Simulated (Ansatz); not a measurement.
# How fast states decay through MgZnAg2F6

Aim: relax a made-up compound, MgZnAg2F6, and see how good a tunnel barrier it would be. It is built by putting Mg for part of the Zn in the ZnAgF3 structure of space group R-3, with the volume rescaled by atomic radii. The parent structure comes from the Materials Project.

Method: PBEsol DFT, plane waves, PAW files, in the first sound run; inputs show where later runs differ, in Ansatz 0.2.0.

The structure was built from a prototype and need not be the compound's stable phase.

## Step 1: The structure

The structure is trigonal, space group R3 (No. 146). Conventional cell: a = 5.486 Å, b = 5.486 Å, c = 16.546 Å, α = 90.00°, β = 90.00°, γ = 120.00°. Mg has 6 F at 2.04 to 2.10 Å nearest. Zn has 6 F at 2.04 to 2.10 Å nearest. Nearest to Ag lie 6 F at 2.43 to 2.59 Å. Nearest to F lie 1 Zn at 2.04 Å and 1 Mg at 2.10 Å and 2 Ag at 2.43 to 2.59 Å. Nearest to F lie 1 Mg at 2.04 Å and 1 Zn at 2.10 Å and 2 Ag at 2.43 to 2.59 Å. It derives from ZnAgF3. Mg for part of the Zn in the ZnAgF3 structure of space group R-3. Farther neighbours and most contacts between anions are not listed.

## Step 2: Cell and atoms at rest

The substituted atoms don't fit the parent's cell, so cell and atoms relax together. A small smearing keeps the run stable in case the gap closes on the way.

input.yaml reads:

```yaml
crystal:
  lattice:
    - [2.7427859683, 1.5835482171, 5.5152381061]
    - [-2.7427859683, 1.5835482171, 5.5152381061]
    - [0.0, -3.1670964343, 5.5152381061]
  atoms:
    - { symbol: Mg, position: [0.65941733, 0.65941733, 0.65941733] }
    - { symbol: Zn, position: [0.34058267, 0.34058267, 0.34058267] }
    - { symbol: Ag, position: [0.85689178, 0.85689178, 0.85689178] }
    - { symbol: Ag, position: [0.14310822, 0.14310822, 0.14310822] }
    - { symbol: F, position: [0.05967982, 0.45798783, 0.6921333] }
    - { symbol: F, position: [0.6921333, 0.05967982, 0.45798783] }
    - { symbol: F, position: [0.45798783, 0.6921333, 0.05967982] }
    - { symbol: F, position: [0.94032018, 0.54201217, 0.3078667] }
    - { symbol: F, position: [0.54201217, 0.3078667, 0.94032018] }
    - { symbol: F, position: [0.3078667, 0.94032018, 0.54201217] }
kpoints:
  mp_grid: { grid: [6, 6, 6] }
scf:
  occupations: { method: gaussian, width: 0.03 }
hamiltonian:
  xc: pbesol
output:
  forces: true
  stress: true
relax:
  f_tol: 0.02
  max_steps: 60
  cell: {}
```

Launch:

```sh
$ ansatz run input.yaml --threads 2 --pin off --max-ram 4096MiB --backend cpu --events-out ev --progress --plain --runs-dir out
```

Numbers of over 12 decimals in the logs are rounded to 6 here.

Output:

```text
Engine: ansatz 0.2.0, aarch64-unknown-linux-gnu
Pseudopotentials: kind: paw
Pseudopotential: Mg, paw, valence charge 10, recommended cutoff 420 eV (normal), Mg.paw.azcp
Pseudopotential: Zn, paw, valence charge 12, recommended cutoff 420 eV (normal), Zn.paw.azcp
Pseudopotential: Ag, paw, valence charge 19, recommended cutoff 420 eV (normal), Ag.paw.azcp
Pseudopotential: F, paw, valence charge 7, recommended cutoff 420 eV (normal), F.paw.azcp
Functional definition: PBEsol
  exchange = pbesol_x
  correlation = pbesol_c
Crystal: 10 atoms, lattice volume = 143.727 Å³
Basis set: ecut = 420 eV, 2797 PW (Γ), exchange–correlation on 90×90×90 points (8 copies of the dense FFT grid, shifted against one another)
Bands: 62, of which v1, the nominal top of the filled ones, is band 51 counted from 1 (50 counted from 0)
Symmetry: 3 space group operations
Space group: R3 (ITA 146), of the structure as read, at distance tolerance 5.2e-5 Å
k-points: 40 of 216 (time reversal used)
Non-local potential: Mg, projectors of the file, l = 0: 3, l = 1: 2, l = 2: 1
Non-local potential: Zn, projectors of the file, l = 0: 2, l = 1: 2, l = 2: 3, l = 3: 1
Non-local potential: Ag, projectors of the file, l = 0: 3, l = 1: 2, l = 2: 2, l = 3: 1
Non-local potential: F, projectors of the file, l = 0: 2, l = 1: 2, l = 2: 1
PAW form: soft (Blöchl's): semilocal exchange-correlation on the pseudo side does not see the compensation charge
PAW frozen core: Mg, regenerated for the run's functional, and the local potential with it (the file was generated under x = pbe(κ = 0.804, μ = 0.219515), c = pbe(β = 0.066725))
PAW frozen core: Zn, regenerated for the run's functional, and the local potential with it (the file was generated under x = pbe(κ = 0.804, μ = 0.219515), c = pbe(β = 0.066725))
PAW frozen core: Ag, regenerated for the run's functional, and the local potential with it (the file was generated under x = pbe(κ = 0.804, μ = 0.219515), c = pbe(β = 0.066725))
PAW frozen core: F, regenerated for the run's functional, and the local potential with it (the file was generated under x = pbe(κ = 0.804, μ = 0.219515), c = pbe(β = 0.066725))
PAW one-centre angular grid: Mg, 110 points (default); XC on 64 Gauss nodes
PAW one-centre angular grid: Zn, 590 points (default); XC on 64 Gauss nodes
PAW one-centre angular grid: Ag, 590 points (default); XC on 64 Gauss nodes
PAW one-centre angular grid: F, 110 points (default); XC on 64 Gauss nodes
Initial density: superposition of atomic densities (neutral atoms: chi_scale 0, normalization atom), corrected by the library's trained network
Initial wavefunctions: pseudopotential atomic-orbital guess
Functional: x = pbesol(κ = 0.804, μ = 0.123457), c = pbesol(β = 0.046)
SCF iter   1: F=—  HF=-25043.859692 eV  |F-HF|=—  |Δ(HF+E_count)|=         —  Δρ=1.41e-2  dr2=1.86e-1  ethr=1.77e-3  ⟨swp⟩=6.1  Hψ=9434  notcnv=0  defer=8
preconditioner: auto → Resta (q_TF=auto, 2.577 Å⁻¹)  ε∞=4.8  [insulator: Δε(μ)=1.371 eV  Ē_g=13.969 eV  σ=0.030 eV  W_gap=1.00  n_scr=46 (ndim 8)  ℏωp=27.4 eV  f_vac=0.161  D(μ)=0.00/eV (n_scr^D=0)  ε∞_Penn≈4.8]
SCF iter   2: F=—  HF=-25043.805966 eV  |F-HF|=—  |Δ(HF+E_count)|=   5.37e-2  Δρ=2.43e-3  dr2=3.81e-3  ethr=1.82e-4  ⟨swp⟩=2.0  Hψ=4664  notcnv=0  defer=202
SCF iter   3: F=—  HF=-25043.805586 eV  |F-HF|=—  |Δ(HF+E_count)|=   3.79e-4  Δρ=9.80e-4  dr2=1.03e-3  ethr=3.73e-6  ⟨swp⟩=2.0  Hψ=3838  notcnv=0  defer=202
SCF iter   4: F=—  HF=-25043.805709 eV  |F-HF|=—  |Δ(HF+E_count)|=   1.23e-4  Δρ=4.91e-4  dr2=2.85e-4  ethr=1.01e-6  ⟨swp⟩=2.0  Hψ=4198  notcnv=0  defer=202
SCF iter   5: F=—  HF=-25043.805709 eV  |F-HF|=—  |Δ(HF+E_count)|=   8.06e-7  Δρ=1.18e-4  dr2=1.91e-5  ethr=2.80e-7  ⟨swp⟩=2.0  Hψ=3569  notcnv=0  defer=202
SCF iter   6: F=—  HF=-25043.805811 eV  |F-HF|=—  |Δ(HF+E_count)|=   1.02e-4  Δρ=4.53e-5  dr2=3.83e-6  ethr=1.87e-8  ⟨swp⟩=2.0  Hψ=3598  notcnv=0  defer=202
SCF iter   7: F=—  HF=-25043.805814 eV  |F-HF|=—  |Δ(HF+E_count)|=   3.23e-6  Δρ=1.52e-5  dr2=3.09e-7  ethr=3.75e-9  ⟨swp⟩=2.0  Hψ=3598  notcnv=0  defer=202
SCF iter   8: F=-25043.805815 eV  HF=-25043.805815 eV  |F-HF|=3.84e-8  |Δ(HF+E_count)|=   3.22e-7  Δρ=4.64e-6  dr2=3.21e-8  ethr=9.80e-11  ⟨swp⟩=4.0  Hψ=8285  notcnv=0
SCF 1 converged in 8 iterations: F = -25043.805815 eV  dr2 = 3.21e-8
  greatest PAW one-centre occupation: 1.000 electrons in one spin orbital (limit 2), on the Ag atom at site 2 (counted from 0), in its partial waves of l = 0
relax step   1: F+E_penalty+E_count = -25043.80581468 eV  Δ(F+E_penalty+E_count) = +0.000e0 eV  max|allowed force component| = 2.838e-1 eV/Å  Δτ_max = 0.0000 Å  P = -4.513 GPa  Ω = 143.727 Å³  (8 SCF iters, dr2 threshold 1.00e-7 eV, accepted)
Crystal: 10 atoms, lattice volume = 138.092 Å³
Basis set: ecut = 420 eV, 2707 PW (Γ), exchange–correlation on 90×90×90 points (8 copies of the dense FFT grid, shifted against one another)
Initial density: handed on by an earlier stage of this run
Initial wavefunctions: those handed on with the density
iter 1 solved again at ethr=5.41e-5 eV; its pass at ethr=3.10e-3 eV (dr2=5.52e-2 eV) is discarded
SCF iter   1: F=—  HF=-25043.951613 eV  |F-HF|=—  |Δ(HF+E_count)|=         —  Δρ=5.75e-3  dr2=5.52e-2  ethr=5.41e-5  ⟨swp⟩=2.5  Hψ=10262  notcnv=0
preconditioner: auto → Resta (q_TF=auto, 2.594 Å⁻¹)  ε∞=4.8  [insulator: Δε(μ)=1.518 eV  Ē_g=14.354 eV  σ=0.030 eV  W_gap=1.00  n_scr=46 (ndim 8)  ℏωp=27.9 eV  f_vac=0.145  D(μ)=0.00/eV (n_scr^D=0)  ε∞_Penn≈4.8]
SCF iter   2: F=—  HF=-25043.935113 eV  |F-HF|=—  |Δ(HF+E_count)|=   1.65e-2  Δρ=2.65e-3  dr2=8.10e-3  ethr=5.41e-5  ⟨swp⟩=2.1  Hψ=3938  notcnv=0
SCF iter   3: F=—  HF=-25043.932308 eV  |F-HF|=—  |Δ(HF+E_count)|=   2.80e-3  Δρ=1.17e-3  dr2=2.52e-3  ethr=7.94e-6  ⟨swp⟩=2.1  Hψ=3610  notcnv=0
SCF iter   4: F=—  HF=-25043.931568 eV  |F-HF|=—  |Δ(HF+E_count)|=   7.41e-4  Δρ=5.03e-4  dr2=3.31e-4  ethr=2.47e-6  ⟨swp⟩=2.1  Hψ=3779  notcnv=0
SCF iter   5: F=—  HF=-25043.931622 eV  |F-HF|=—  |Δ(HF+E_count)|=   5.41e-5  Δρ=1.99e-4  dr2=6.84e-5  ethr=3.24e-7  ⟨swp⟩=2.0  Hψ=3858  notcnv=0
SCF iter   6: F=—  HF=-25043.931640 eV  |F-HF|=—  |Δ(HF+E_count)|=   1.79e-5  Δρ=9.25e-5  dr2=1.05e-5  ethr=6.70e-8  ⟨swp⟩=2.0  Hψ=3745  notcnv=0
SCF iter   7: F=—  HF=-25043.931650 eV  |F-HF|=—  |Δ(HF+E_count)|=   1.04e-5  Δρ=3.90e-5  dr2=2.35e-6  ethr=1.03e-8  ⟨swp⟩=2.0  Hψ=3688  notcnv=0
SCF iter   8: F=-25043.931654 eV  HF=-25043.931653 eV  |F-HF|=6.12e-7  |Δ(HF+E_count)|=   3.14e-6  Δρ=1.11e-5  dr2=2.41e-7  ethr=9.80e-10  ⟨swp⟩=4.0  Hψ=8278  notcnv=0
SCF 2 converged in 8 iterations: F = -25043.931654 eV  dr2 = 2.41e-7
[...]
SCF iter   1: F=—  HF=-25043.992532 eV  |F-HF|=—  |Δ(HF+E_count)|=         —  Δρ=5.33e-3  dr2=2.42e-2  ethr=2.36e-5  ⟨swp⟩=2.8  Hψ=10404  notcnv=0
preconditioner: auto → Resta (q_TF=auto, 2.602 Å⁻¹)  ε∞=4.8  [insulator: Δε(μ)=1.491 eV  Ē_g=14.503 eV  σ=0.030 eV  W_gap=1.00  n_scr=34 (ndim 8)  ℏωp=28.2 eV  f_vac=0.143  D(μ)=0.00/eV (n_scr^D=0)  ε∞_Penn≈4.8]
SCF iter   2: F=—  HF=-25043.985117 eV  |F-HF|=—  |Δ(HF+E_count)|=   7.41e-3  Δρ=2.56e-3  dr2=5.77e-3  ethr=2.36e-5  ⟨swp⟩=2.9  Hψ=4183  notcnv=0
SCF iter   3: F=—  HF=-25043.983366 eV  |F-HF|=—  |Δ(HF+E_count)|=   1.75e-3  Δρ=8.35e-4  dr2=7.85e-4  ethr=5.66e-6  ⟨swp⟩=2.0  Hψ=4043  notcnv=0
SCF iter   4: F=—  HF=-25043.983156 eV  |F-HF|=—  |Δ(HF+E_count)|=   2.10e-4  Δρ=3.01e-4  dr2=1.32e-4  ethr=7.69e-7  ⟨swp⟩=2.0  Hψ=3960  notcnv=0
SCF iter   5: F=—  HF=-25043.983150 eV  |F-HF|=—  |Δ(HF+E_count)|=   6.03e-6  Δρ=1.49e-4  dr2=2.98e-5  ethr=1.30e-7  ⟨swp⟩=2.0  Hψ=3905  notcnv=0
SCF iter   6: F=—  HF=-25043.983148 eV  |F-HF|=—  |Δ(HF+E_count)|=   2.55e-6  Δρ=5.61e-5  dr2=4.11e-6  ethr=2.92e-8  ⟨swp⟩=2.0  Hψ=4004  notcnv=0
SCF iter   7: F=-25043.983152 eV  HF=-25043.983152 eV  |F-HF|=2.22e-7  |Δ(HF+E_count)|=   3.91e-6  Δρ=2.45e-5  dr2=6.88e-7  ethr=9.80e-10  ⟨swp⟩=4.0  Hψ=8394  notcnv=0
SCF 3 converged in 7 iterations: F = -25043.983152 eV  dr2 = 6.88e-7
relax step   3: F+E_penalty+E_count = -25043.98315200 eV  Δ(F+E_penalty+E_count) = -5.150e-2 eV  max|allowed force component| = 8.204e-2 eV/Å  Δτ_max = 0.0335 Å  P = +0.170 GPa  Ω = 135.583 Å³  energy of the carried Pulay correction = +3.130e-2 eV  (7 SCF iters, dr2 threshold 1.00e-6 eV, accepted)
[...]
relax step   4: F+E_penalty+E_count = -25043.98381160 eV  Δ(F+E_penalty+E_count) = -6.596e-4 eV  max|allowed force component| = 5.061e-2 eV/Å  Δτ_max = 0.0061 Å  P = +0.037 GPa  Ω = 135.786 Å³  energy of the carried Pulay correction = +3.049e-2 eV  (6 SCF iters, dr2 threshold 4.21e-7 eV, accepted)
[...]
relax step   5: F+E_penalty+E_count = -25043.98449738 eV  Δ(F+E_penalty+E_count) = -6.858e-4 eV  max|allowed force component| = 8.278e-3 eV/Å  Δτ_max = 0.0136 Å  P = -0.006 GPa  Ω = 135.816 Å³  energy of the carried Pulay correction = +3.037e-2 eV  (7 SCF iters, dr2 threshold 1.60e-7 eV, accepted)
[...]
relax step   6: F+E_penalty+E_count = -25043.96363101 eV  Δ(F+E_penalty+E_count) = +2.087e-2 eV  max|allowed force component| = 8.513e-3 eV/Å  Δτ_max = 0.0000 Å  P = -0.329 GPa  Ω = 135.816 Å³  stress off target by 3.56e-1 GPa  SCF on the basis re-selected at this cell (its energy is not comparable with the rows above)  (8 SCF iters)
[...]
relax step   7: F+E_penalty+E_count = -25043.96665788 eV  Δ(F+E_penalty+E_count) = -3.027e-3 eV  max|allowed force component| = 8.152e-3 eV/Å  Δτ_max = 0.0057 Å  P = +0.027 GPa  Ω = 135.204 Å³  energy of the carried Pulay correction = +2.345e-3 eV  (6 SCF iters, dr2 threshold 3.18e-7 eV, accepted)
iter 1 solved again at ethr=2.15e-7 eV; its pass at ethr=3.10e-3 eV (dr2=2.20e-4 eV) is discarded
SCF iter   1: F=—  HF=-25043.964525 eV  |F-HF|=—  |Δ(HF+E_count)|=         —  Δρ=5.41e-5  dr2=8.57e-7  ethr=2.15e-7  ⟨swp⟩=3.0  Hψ=15417  notcnv=0
preconditioner: auto → Resta (q_TF=auto, 2.603 Å⁻¹)  ε∞=4.8  [insulator: Δε(μ)=1.471 eV  Ē_g=14.534 eV  σ=0.030 eV  W_gap=1.00  n_scr=34 (ndim 8)  ℏωp=28.2 eV  f_vac=0.144  D(μ)=0.00/eV (n_scr^D=0)  ε∞_Penn≈4.8]
SCF iter   2: F=—  HF=-25043.964401 eV  |F-HF|=—  |Δ(HF+E_count)|=   1.24e-4  Δρ=2.49e-5  dr2=3.35e-7  ethr=8.40e-10  ⟨swp⟩=2.0  Hψ=4030  notcnv=0
SCF iter   3: F=—  HF=-25043.964402 eV  |F-HF|=—  |Δ(HF+E_count)|=   1.75e-7  Δρ=1.03e-5  dr2=7.86e-8  ethr=3.29e-10  ⟨swp⟩=2.0  Hψ=3106  notcnv=0
SCF iter   4: F=—  HF=-25043.964402 eV  |F-HF|=—  |Δ(HF+E_count)|=   6.72e-8  Δρ=2.28e-6  dr2=1.26e-8  ethr=7.71e-11  ⟨swp⟩=2.0  Hψ=3432  notcnv=0
SCF iter   5: F=—  HF=-25043.964402 eV  |F-HF|=—  |Δ(HF+E_count)|=   1.69e-8  Δρ=2.64e-6  dr2=6.81e-9  ethr=1.24e-11  ⟨swp⟩=2.0  Hψ=3856  notcnv=0
SCF iter   6: F=—  HF=-25043.964402 eV  |F-HF|=—  |Δ(HF+E_count)|=  2.69e-10  Δρ=3.03e-7  dr2=1.37e-10  ethr=6.68e-12  ⟨swp⟩=2.0  Hψ=3704  notcnv=0
SCF iter   7: F=-25043.964402 eV  HF=-25043.964402 eV  |F-HF|=2.18e-11  |Δ(HF+E_count)|=  2.62e-10  Δρ=1.48e-7  dr2=2.43e-11  ethr=1.00e-12  ⟨swp⟩=4.0  Hψ=8200  notcnv=0
SCF 8 converged in 7 iterations: F = -25043.964402 eV  dr2 = 2.43e-11
relax step   8: F+E_penalty+E_count = -25043.96440159 eV  Δ(F+E_penalty+E_count) = +2.256e-3 eV  max|allowed force component| = 8.205e-3 eV/Å  Δτ_max = 0.0000 Å  P = +0.007 GPa  Ω = 135.204 Å³  stress off target by 8.10e-3 GPa  SCF on the basis re-selected at this cell (its energy is not comparable with the rows above)  (7 SCF iters)
basis re-selected at this cell: Δ(F+E_penalty+E_count) = +2.256e-3 eV, ΔP = -0.020 GPa vs the last step (what re-selecting the basis moved, of the pressure what is left beyond the Pulay correction that the steps carried, after the strain that the cell walked since its last selection, with what the two solves' SCF thresholds leave and, on support functions, any second-order correction that the steps lacked; it is no m [...]
SCF converged after 7 iterations
Free energy (F): -25043.964402 eV
Harris-Foulkes:  -25043.964402 eV  (|F-HF|=2.18e-11)
Internal energy: -25043.964402 eV  (E = F + TS)
E sigma→0 (E₀):  -25043.964402 eV
Fermi energy:    6.437759 eV
--- Per-component energies (eV) ---
  E_band       = -1234.601440
  E_kinetic    = 2501.896641
  E_local      = -12630.638934  (includes V_loc(G=0)·N_el)
  E_nonlocal   = 1340.038682
  E_hartree    = 5189.763492
  E_xc         = -996.185862
  E_vxc        = -1157.313439  (∫ρ·V_xc dr)
  E_paw        = -10920.728268  (= ΣΔE_a)
  E_vpaw       = -1668.124153  (= ΣTr[D̂ρ^β])
  E_aug_tail   = 0.012399  (compensation charges beyond the density's cutoff)
  E_ewald      = -9529.878903
  E_core_change = 1.756351  (= ΣΔE_core)
  E_smearing   = -0.000000  (= −TS)
  E_closure    = -0.000000  (closes the sum)
  Σ components = -25043.964402   (vs F -25043.964402, Δ=0.00e0)
--- Forces (eV/Å), atoms counted from 1 ---
  atom   1  Mg    -0.00000000     0.00000000    -0.00820529
  atom   2  Zn     0.00000000     0.00000000    -0.00348902
  atom   3  Ag     0.00000000     0.00000000    -0.00125600
  atom   4  Ag    -0.00000000    -0.00000000     0.00474665
  atom   5  F     -0.00078437    -0.00061071    -0.00014136
  atom   6  F      0.00092107    -0.00037393    -0.00014136
  atom   7  F     -0.00013671     0.00098464    -0.00014136
  atom   8  F     -0.00268445    -0.00070511     0.00287569
  atom   9  F      0.00073158     0.00267735     0.00287569
  atom  10  F      0.00195287    -0.00197224     0.00287569
  max |Σ_I F_I| component: 6.79e-7 eV/Å
--- Stress (GPa, compression-positive) ---
        0.008096       0.000000       0.000000
       -0.000000       0.008096       0.000000
        0.000000       0.000000       0.005730
  P = ⅓ Tr σ = 0.0073 GPa (0.073 kbar)
--- Relaxed structure (6 steps of the walk, 6 accepted, 2 SCFs on fresh bases) ---
  F+E_penalty+E_count = -25043.96440159 eV   max|allowed force component| = 8.205e-3 eV/Å   (the final SCF, on the basis selected at the relaxed cell)
  cell:  # Å, volume = 135.2044 Å³
    - [2.666700, 1.539620, 5.488476]
    - [-2.666700, 1.539620, 5.488476]
    - [3.2843561034439536e-19, -3.079240, 5.488476]
  atoms:
    - { symbol: Mg, position: [0.660725, 0.660725, 0.660725] }
    - { symbol: Zn, position: [0.340084, 0.340084, 0.340084] }
    - { symbol: Ag, position: [0.855795, 0.855795, 0.855795] }
    - { symbol: Ag, position: [0.146258, 0.146258, 0.146258] }
    - { symbol: F, position: [0.052615, 0.453536, 0.697620] }
    - { symbol: F, position: [0.697620, 0.052615, 0.453536] }
    - { symbol: F, position: [0.453536, 0.697620, 0.052615] }
    - { symbol: F, position: [0.935927, 0.547386, 0.310055] }
    - { symbol: F, position: [0.547386, 0.310055, 0.935927] }
    - { symbol: F, position: [0.310055, 0.935927, 0.547386] }
```

Run time: 92 s. Hardware: 2 threads of Arm Neoverse V2, shared host; peak memory 0.6 GiB; 3 min of CPU time.

Step by step:

| step | energy less that of the first step (eV) | largest force component (eV/Å) | pressure (GPa) | volume (Å³) |
| --- | --- | --- | --- | --- |
| 1 | 0.0000 | 0.2838 | -4.51 | 143.73 |
| 2 | -0.1258 | 0.2736 | -1.74 | 138.09 |
| 3 | -0.1773 | 0.0820 | 0.17 | 135.58 |
| 4 | -0.1780 | 0.0506 | 0.04 | 135.79 |
| 5 | -0.1787 | 0.0083 | -0.01 | 135.82 |
| 6* | -0.1578 | 0.0085 | -0.33 | 135.82 |
| 7 | -0.1608 | 0.0082 | 0.03 | 135.20 |
| 8* | -0.1586 | 0.0082 | 0.01 | 135.20 |

Relaxation steps marked * repeat the geometry before them on a plane-wave basis chosen anew for their cell, so energy and pressure can jump there.

The run keeps the 3 symmetry operations that it works with, so distortions that break them were not tested.

| conventional cell, symmetrised | before | after | change |
| --- | --- | --- | --- |
| a (Å) | 5.486 | 5.333 | -2.8 % |
| b (Å) | 5.486 | 5.333 | -2.8 % |
| c (Å) | 16.546 | 16.465 | -0.5 % |
| volume (Å³/atom) | 14.37 | 13.52 | -5.9 % |

The atoms that moved most (Å, as changes of fractional coordinates times the final cell):

| atom | dx | dy | dz | length |
| --- | --- | --- | --- | --- |
| Ag4 | 0.000 | 0.000 | 0.052 | 0.052 |
| F7 | -0.027 | 0.023 | -0.033 | 0.048 |
| F6 | 0.033 | 0.011 | -0.033 | 0.048 |
| F5 | -0.007 | -0.035 | -0.033 | 0.048 |
| F8 | -0.026 | -0.005 | 0.017 | 0.032 |
| F9 | 0.008 | 0.025 | 0.017 | 0.032 |
| F10 | 0.018 | -0.020 | 0.017 | 0.032 |
| Mg1 | 0.000 | 0.000 | 0.022 | 0.022 |

Numbers from this step:

```yaml
free_energy: -25043.9644 eV
fermi_energy: 6.438 eV
pressure: 0.007307 GPa
```

The largest force component on a free atom ends at 0.0082 eV/Å.

(Part 1 of 3 ends here.)

[Logs are printed without paths, hosts, clocks, repeated set-up lines and the standing remarks that a program may print on its own settings, such as how far it seeks lower states.]

[Hosts, paths, dates, database ids (printed as entryN), source tags and the programs' standing remarks are cut or masked in the printed files.]
